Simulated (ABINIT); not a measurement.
Planning a run of ABINIT 10.8.3 on La2O3 (P-3m1). The input:

```
acell 3*1.0 Angstrom
rprim 
  3.930777878010 -0.000000000002 0.000000000000
  -1.965388939003 3.404153498992 0.000000000000
  0.000000000000 0.000000000000 6.111953520000
ntypat 2
znucl 57 8
natom 5
typat 1 1 2 2 2
xred 
  0.666666666667 0.333333333333 0.753764320000
  0.333333333333 0.666666666667 0.246235680000
  0.666666666667 0.333333333333 0.354109350000
  0.333333333333 0.666666666667 0.645890650000
  0.000000000000 0.000000000000 0.000000000000
pp_dirpath "pseudos"
pseudos "La.upf, O.upf"
ecut 50
ngkpt 3 3 2
nshiftk 1
shiftk 0 0 0
kptopt 1
chksymbreak 0
istwfk *1
occopt 1
irdwfk 1
optdriver 3
nband 147
ecuteps 3.9
inclvkb 2
awtr 1
symchi 1
indata_prefix "in"
outdata_prefix "out"
tmpdata_prefix "tmp"
```

```sh
OMP_NUM_THREADS=1 mpirun -n 8 abinit run.abi > log
```

Question: How long will it take on 8 MPI ranks of Arm Neoverse V2, shared host, and how much memory?

It took 25 s; on shared hardware allow 12 s to 49 s. Peak host memory was 2.5 GiB.

[Paths, hosts, dates, memory and timing lines, banners, echoed tables and standing remarks are left out of the program output.]

[Logs are printed without paths, hosts, clocks, repeated set-up lines and the standing remarks that a program may print on its own settings, such as how far it seeks lower states.]

[Runs of the session that timed out or met a known fault of the program may be left out.]

[Hosts, paths, dates, database ids (printed as entryN), source tags and the programs' standing remarks are cut or masked in the printed files.]

[G0W0 gaps are taken among the corrected bands and points alone; a level outside them can change the order at an edge.]

[Where Ansatz stands beside ABINIT at settings called matched, ABINIT's density can come from a denser mesh and the files from another edition; pairs whose starting gaps differed by over 0.03 eV were left out, so agreement reads better than it is.]
